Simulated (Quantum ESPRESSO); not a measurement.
# How the plane-wave cutoff moves the magnetism of MnGaGe, part 2 of 2

Wanted: the cheapest choice of the plane-wave cutoff that holds the magnetic results of MnGaGe.

Quantum ESPRESSO 7.5; LDA; plane waves with GBRV 1.5 LDA potentials, no spin-orbit coupling (settings of the first rung).

So far, largest spin moment in the atom's sphere (μB): step 2 (rung 1, start ferro ++) 1.65; step 3 (rung 1, start antiferro +-) 1.90; step 4 (rung 2, start ferro ++) 2.20; step 5 (rung 2, start antiferro +-) 2.44; step 6 (rung 3, start ferro ++) 2.06.

## Step 7: Rung 3, start antiferro +-

pw.in reads:

```
&CONTROL
  calculation = 'scf'
  prefix = 'pwscf'
  outdir = './tmp'
  pseudo_dir = './pseudo'
  disk_io = 'nowf'
/
&SYSTEM
  ibrav = 0
  celldm(1) = 8
  nat = 6
  ntyp = 4
  ecutwfc = 32
  ecutrho = 224
  nbnd = 60
  occupations = 'smearing'
  smearing = 'fd'
  degauss = 0.00367493
  nspin = 2
  starting_magnetization(1) = 0.2333
  starting_magnetization(2) = -0.2333
  starting_magnetization(3) = 0
  starting_magnetization(4) = 0
/
&ELECTRONS
  conv_thr = 1.2d-08
  electron_maxstep = 150
  mixing_beta = 0.3
/
ATOMIC_SPECIES
Mn1    54.9380 mn_lda_v1.5.uspp.F.UPF
Mn2    54.9380 mn_lda_v1.5.uspp.F.UPF
Ga     69.7230 ga_lda_v1.4.uspp.F.UPF
Ge     72.6300 ge_lda_v1.4.uspp.F.UPF
CELL_PARAMETERS alat
   0.9320972536937    0.0000000000000    0.0000000000000
   0.0000000000000    0.9320972536937    0.0000000000000
   0.0000000000000    0.0000000000000    1.3962435168725
ATOMIC_POSITIONS crystal
Mn1     0.0000000000    0.0000000000    0.0000000000
Mn2     0.5000000000    0.5000000000    0.0000000000
Ga      0.0000000000    0.5000000000    0.7037730000
Ga      0.5000000000    0.0000000000    0.2962270000
Ge      0.0000000000    0.5000000000    0.2809470000
Ge      0.5000000000    0.0000000000    0.7190530000
K_POINTS automatic
8 8 8 0 0 0
```

Started as:

```bash
$ OMP_NUM_THREADS=1 mpirun -n 4 pw.x -nk 4 -in pw.in > pw.out
```

The program printed:

```text
     [... lines left out ...]
Program PWSCF v.7.5 starts
     [... lines left out ...]
     number of atoms/cell      =            6
     [... lines left out ...]
     number of electrons       =        96.00
     number of Kohn-Sham states=           60
     kinetic-energy cutoff     =      32.0000  Ry
     charge density cutoff     =     224.0000  Ry
     scf convergence threshold =      1.2E-08
     [... lines left out ...]
      8 Sym. Ops. (no inversion) found
     [... lines left out ...]
     number of k points=    75  Fermi-Dirac smearing, width (Ry)=  0.0037
     [... lines left out ...]
     iteration # 14     ecut=    32.00 Ry     beta= 0.30
     [... lines left out ...]
     Magnetic moment per site  (integrated on atomic sphere of radius R)
     atom   1 (R=0.251)  charge= 13.5179  magn=  2.3773
     atom   2 (R=0.251)  charge= 13.5179  magn= -2.3772
     atom   3 (R=0.244)  charge= 17.1772  magn= -0.0000
     atom   4 (R=0.244)  charge= 17.1772  magn= -0.0000
     atom   5 (R=0.244)  charge= 11.9559  magn= -0.0000
     atom   6 (R=0.244)  charge= 11.9559  magn= -0.0000
     [... lines left out ...]
     the Fermi energy is    13.6222 ev
!    total energy              =   -1678.49503107 Ry
     estimated scf accuracy    <       0.00000001 Ry
     smearing contrib. (-TS)   =      -0.00236197 Ry
     [... lines left out ...]
     total magnetization       =     0.00 Bohr mag/cell
     absolute magnetization    =     5.30 Bohr mag/cell
     convergence has been achieved in  14 iterations
```

The job ended after 86 s (4 MPI ranks of AMD EPYC 7R32 (Zen 2), shared host; peak memory 0.69 GiB).

Numbers from this step:

```yaml
magnetization: 0 μB
final_state: antiferromagnetic
largest_moment: 2.377 μB
```

## Step 8: Rung 4, start ferro ++

Changes to pw.in since step 7:

```diff
@@ -11,6 +11,6 @@
   nat = 6
-  ntyp = 4
-  ecutwfc = 32
-  ecutrho = 224
-  nbnd = 60
+  ntyp = 3
+  ecutwfc = 40
+  ecutrho = 280
+  nbnd = 64
   occupations = 'smearing'
@@ -20,5 +20,4 @@
   starting_magnetization(1) = 0.2333
-  starting_magnetization(2) = -0.2333
+  starting_magnetization(2) = 0
   starting_magnetization(3) = 0
-  starting_magnetization(4) = 0
 /
@@ -30,4 +29,3 @@
 ATOMIC_SPECIES
-Mn1    54.9380 mn_lda_v1.5.uspp.F.UPF
-Mn2    54.9380 mn_lda_v1.5.uspp.F.UPF
+Mn     54.9380 mn_lda_v1.5.uspp.F.UPF
 Ga     69.7230 ga_lda_v1.4.uspp.F.UPF
@@ -39,4 +37,4 @@
 ATOMIC_POSITIONS crystal
-Mn1     0.0000000000    0.0000000000    0.0000000000
-Mn2     0.5000000000    0.5000000000    0.0000000000
+Mn      0.0000000000    0.0000000000    0.0000000000
+Mn      0.5000000000    0.5000000000    0.0000000000
 Ga      0.0000000000    0.5000000000    0.7037730000
```

The program printed:

```text
     [... lines left out ...]
Program PWSCF v.7.5 starts
     [... lines left out ...]
     number of atoms/cell      =            6
     [... lines left out ...]
     number of electrons       =        96.00
     number of Kohn-Sham states=           64
     kinetic-energy cutoff     =      40.0000  Ry
     charge density cutoff     =     280.0000  Ry
     scf convergence threshold =      1.2E-08
     [... lines left out ...]
     16 Sym. Ops., with inversion, found ( 8 have fractional translation)
     [... lines left out ...]
     number of k points=    75  Fermi-Dirac smearing, width (Ry)=  0.0037
     [... lines left out ...]
     iteration # 15     ecut=    40.00 Ry     beta= 0.30
     [... lines left out ...]
     Magnetic moment per site  (integrated on atomic sphere of radius R)
     atom   1 (R=0.251)  charge= 13.5199  magn=  2.0526
     atom   2 (R=0.251)  charge= 13.5199  magn=  2.0526
     atom   3 (R=0.244)  charge= 17.1704  magn= -0.0249
     atom   4 (R=0.244)  charge= 17.1704  magn= -0.0249
     atom   5 (R=0.244)  charge= 11.9496  magn= -0.0486
     atom   6 (R=0.244)  charge= 11.9496  magn= -0.0486
     [... lines left out ...]
     the Fermi energy is    13.7079 ev
!    total energy              =   -1678.53688265 Ry
     estimated scf accuracy    <          4.0E-09 Ry
     smearing contrib. (-TS)   =      -0.00235119 Ry
     [... lines left out ...]
     total magnetization       =     4.03 Bohr mag/cell
     absolute magnetization    =     4.55 Bohr mag/cell
     convergence has been achieved in  15 iterations
```

Run time: 2.2 min. Hardware: 4 MPI ranks; peak memory 0.79 GiB.

Numbers from this step:

- magnetization: 4.029 μB
- final state: ferromagnetic
- largest moment: 2.053 μB

## Step 9: Rung 4, start antiferro +-

Changes to pw.in since step 8:

```diff
@@ -11,6 +11,6 @@
   nat = 6
-  ntyp = 3
+  ntyp = 4
   ecutwfc = 40
   ecutrho = 280
-  nbnd = 64
+  nbnd = 60
   occupations = 'smearing'
@@ -20,4 +20,5 @@
   starting_magnetization(1) = 0.2333
-  starting_magnetization(2) = 0
+  starting_magnetization(2) = -0.2333
   starting_magnetization(3) = 0
+  starting_magnetization(4) = 0
 /
@@ -29,3 +30,4 @@
 ATOMIC_SPECIES
-Mn     54.9380 mn_lda_v1.5.uspp.F.UPF
+Mn1    54.9380 mn_lda_v1.5.uspp.F.UPF
+Mn2    54.9380 mn_lda_v1.5.uspp.F.UPF
 Ga     69.7230 ga_lda_v1.4.uspp.F.UPF
@@ -37,4 +39,4 @@
 ATOMIC_POSITIONS crystal
-Mn      0.0000000000    0.0000000000    0.0000000000
-Mn      0.5000000000    0.5000000000    0.0000000000
+Mn1     0.0000000000    0.0000000000    0.0000000000
+Mn2     0.5000000000    0.5000000000    0.0000000000
 Ga      0.0000000000    0.5000000000    0.7037730000
```

The program printed:

```text
     [... lines left out ...]
Program PWSCF v.7.5 starts
     [... lines left out ...]
     number of atoms/cell      =            6
     [... lines left out ...]
     number of electrons       =        96.00
     number of Kohn-Sham states=           60
     kinetic-energy cutoff     =      40.0000  Ry
     charge density cutoff     =     280.0000  Ry
     scf convergence threshold =      1.2E-08
     [... lines left out ...]
      8 Sym. Ops. (no inversion) found
     [... lines left out ...]
     number of k points=    75  Fermi-Dirac smearing, width (Ry)=  0.0037
     [... lines left out ...]
     iteration # 14     ecut=    40.00 Ry     beta= 0.30
     [... lines left out ...]
     Magnetic moment per site  (integrated on atomic sphere of radius R)
     atom   1 (R=0.251)  charge= 13.5188  magn=  2.3727
     atom   2 (R=0.251)  charge= 13.5188  magn= -2.3727
     atom   3 (R=0.244)  charge= 17.1760  magn= -0.0000
     atom   4 (R=0.244)  charge= 17.1760  magn= -0.0000
     atom   5 (R=0.244)  charge= 11.9562  magn= -0.0000
     atom   6 (R=0.244)  charge= 11.9562  magn= -0.0000
     [... lines left out ...]
     the Fermi energy is    13.6250 ev
!    total energy              =   -1678.52427627 Ry
     estimated scf accuracy    <          8.3E-09 Ry
     smearing contrib. (-TS)   =      -0.00236595 Ry
     [... lines left out ...]
     total magnetization       =     0.00 Bohr mag/cell
     absolute magnetization    =     5.29 Bohr mag/cell
     convergence has been achieved in  14 iterations
```

Run time: 2 min. Hardware: 4 MPI ranks; peak memory 0.87 GiB; 7.9 min of CPU time.

Numbers from this step:

| Property | Result |
| --- | --- |
| magnetization | 0 μB |
| final state | antiferromagnetic |
| largest moment | 2.373 μB |

## Step 10: Rung 5, start ferro ++

Changes to pw.in since step 9:

```diff
@@ -11,6 +11,6 @@
   nat = 6
-  ntyp = 4
-  ecutwfc = 40
-  ecutrho = 280
-  nbnd = 60
+  ntyp = 3
+  ecutwfc = 56
+  ecutrho = 392
+  nbnd = 64
   occupations = 'smearing'
@@ -20,5 +20,4 @@
   starting_magnetization(1) = 0.2333
-  starting_magnetization(2) = -0.2333
+  starting_magnetization(2) = 0
   starting_magnetization(3) = 0
-  starting_magnetization(4) = 0
 /
@@ -30,4 +29,3 @@
 ATOMIC_SPECIES
-Mn1    54.9380 mn_lda_v1.5.uspp.F.UPF
-Mn2    54.9380 mn_lda_v1.5.uspp.F.UPF
+Mn     54.9380 mn_lda_v1.5.uspp.F.UPF
 Ga     69.7230 ga_lda_v1.4.uspp.F.UPF
@@ -39,4 +37,4 @@
 ATOMIC_POSITIONS crystal
-Mn1     0.0000000000    0.0000000000    0.0000000000
-Mn2     0.5000000000    0.5000000000    0.0000000000
+Mn      0.0000000000    0.0000000000    0.0000000000
+Mn      0.5000000000    0.5000000000    0.0000000000
 Ga      0.0000000000    0.5000000000    0.7037730000
```

The program printed:

```text
     [... lines left out ...]
Program PWSCF v.7.5 starts
     [... lines left out ...]
     number of atoms/cell      =            6
     [... lines left out ...]
     number of electrons       =        96.00
     number of Kohn-Sham states=           64
     kinetic-energy cutoff     =      56.0000  Ry
     charge density cutoff     =     392.0000  Ry
     scf convergence threshold =      1.2E-08
     [... lines left out ...]
     16 Sym. Ops., with inversion, found ( 8 have fractional translation)
     [... lines left out ...]
     number of k points=    75  Fermi-Dirac smearing, width (Ry)=  0.0037
     [... lines left out ...]
     iteration # 15     ecut=    56.00 Ry     beta= 0.30
     [... lines left out ...]
     Magnetic moment per site  (integrated on atomic sphere of radius R)
     atom   1 (R=0.251)  charge= 13.5202  magn=  2.0538
     atom   2 (R=0.251)  charge= 13.5202  magn=  2.0538
     atom   3 (R=0.244)  charge= 17.1702  magn= -0.0250
     atom   4 (R=0.244)  charge= 17.1702  magn= -0.0250
     atom   5 (R=0.244)  charge= 11.9490  magn= -0.0486
     atom   6 (R=0.244)  charge= 11.9490  magn= -0.0486
     [... lines left out ...]
     the Fermi energy is    13.7073 ev
!    total energy              =   -1678.54463693 Ry
     estimated scf accuracy    <          4.1E-09 Ry
     smearing contrib. (-TS)   =      -0.00234948 Ry
     [... lines left out ...]
     total magnetization       =     4.03 Bohr mag/cell
     absolute magnetization    =     4.55 Bohr mag/cell
     convergence has been achieved in  15 iterations
```

Wall time 3.2 min (4 MPI ranks); peak memory 1.3 GiB.

Numbers from this step:

| Item | Value |
| --- | --- |
| magnetization | 4.032 μB |
| final state | ferromagnetic |
| largest moment | 2.054 μB |

## Step 11: Rung 5, start antiferro +-

Changes to pw.in since step 10:

```diff
@@ -11,6 +11,6 @@
   nat = 6
-  ntyp = 3
+  ntyp = 4
   ecutwfc = 56
   ecutrho = 392
-  nbnd = 64
+  nbnd = 60
   occupations = 'smearing'
@@ -20,4 +20,5 @@
   starting_magnetization(1) = 0.2333
-  starting_magnetization(2) = 0
+  starting_magnetization(2) = -0.2333
   starting_magnetization(3) = 0
+  starting_magnetization(4) = 0
 /
@@ -29,3 +30,4 @@
 ATOMIC_SPECIES
-Mn     54.9380 mn_lda_v1.5.uspp.F.UPF
+Mn1    54.9380 mn_lda_v1.5.uspp.F.UPF
+Mn2    54.9380 mn_lda_v1.5.uspp.F.UPF
 Ga     69.7230 ga_lda_v1.4.uspp.F.UPF
@@ -37,4 +39,4 @@
 ATOMIC_POSITIONS crystal
-Mn      0.0000000000    0.0000000000    0.0000000000
-Mn      0.5000000000    0.5000000000    0.0000000000
+Mn1     0.0000000000    0.0000000000    0.0000000000
+Mn2     0.5000000000    0.5000000000    0.0000000000
 Ga      0.0000000000    0.5000000000    0.7037730000
```

The program printed:

```text
     [... lines left out ...]
Program PWSCF v.7.5 starts
     [... lines left out ...]
     number of atoms/cell      =            6
     [... lines left out ...]
     number of electrons       =        96.00
     number of Kohn-Sham states=           60
     kinetic-energy cutoff     =      56.0000  Ry
     charge density cutoff     =     392.0000  Ry
     scf convergence threshold =      1.2E-08
     [... lines left out ...]
      8 Sym. Ops. (no inversion) found
     [... lines left out ...]
     number of k points=    75  Fermi-Dirac smearing, width (Ry)=  0.0037
     [... lines left out ...]
     iteration # 15     ecut=    56.00 Ry     beta= 0.30
     [... lines left out ...]
     Magnetic moment per site  (integrated on atomic sphere of radius R)
     atom   1 (R=0.251)  charge= 13.5190  magn=  2.3734
     atom   2 (R=0.251)  charge= 13.5190  magn= -2.3735
     atom   3 (R=0.244)  charge= 17.1758  magn=  0.0000
     atom   4 (R=0.244)  charge= 17.1758  magn=  0.0000
     atom   5 (R=0.244)  charge= 11.9556  magn=  0.0000
     atom   6 (R=0.244)  charge= 11.9556  magn=  0.0000
     [... lines left out ...]
     the Fermi energy is    13.6244 ev
!    total energy              =   -1678.53202572 Ry
     estimated scf accuracy    <          3.4E-09 Ry
     smearing contrib. (-TS)   =      -0.00236518 Ry
     [... lines left out ...]
     total magnetization       =    -0.00 Bohr mag/cell
     absolute magnetization    =     5.29 Bohr mag/cell
     convergence has been achieved in  15 iterations
```

It took 3 min on 4 MPI ranks; peak memory 1.3 GiB.

Read from the output:

```
magnetization  : 0 μB
final state    : antiferromagnetic
largest moment : 2.374 μB
```

## Step 12: The rungs together

Ladder, by row:

| rung | cutoff (eV) | state from the first start | state from the second start | second less first (meV a seeded atom) | moment, first (μB) | moment, second (μB) | CPU time (s) |
| --- | --- | --- | --- | --- | --- | --- | --- |
| 1 | 245 | ferromagnetic | antiferromagnetic | 106.7 | 1.645 | 1.903 | 396.3 |
| 2 | 327 | ferromagnetic | antiferromagnetic | 81.59 | 2.199 | 2.436 | 406.4 |
| 3 | 435 | ferromagnetic | antiferromagnetic | 85.13 | 2.059 | 2.377 | 713 |
| 4 | 544 | ferromagnetic | antiferromagnetic | 85.76 | 2.053 | 2.373 | 997.4 |
| 5 | 762 | ferromagnetic | antiferromagnetic | 85.79 | 2.054 | 2.374 | 1471 |

## Step 13: Results

```json
{
  "range of the largest moment, first start": "1.65 to 2.20 μB; second start 1.90 to 2.44 μB",
  "range of CPU time": "6.6 min to 25 min",
  "range of the energy difference": "81.6 to 107 meV a seeded atom",
  "first rung that agrees with the last (margins below)": "3"
}
```

In words: From rung 3 on the states are those of the last rung, the moments stay within 0.05 μB of it and the difference within 4.3 meV; rung 3 took 48 % of its CPU time.

[Logs and program files are shortened in this print: banners, set-up blocks, solver, clock and traceback lines can be left out without a mark of their own.]

[Logs are printed without paths, hosts, clocks, repeated set-up lines and the standing remarks that a program may print on its own settings, such as how far it seeks lower states.]

[Hosts, paths, dates, database ids (printed as entryN), source tags and the programs' standing remarks are cut or masked in the printed files.]

[Where a cell is said to come from a database of computed structures, the database is the Materials Project.]
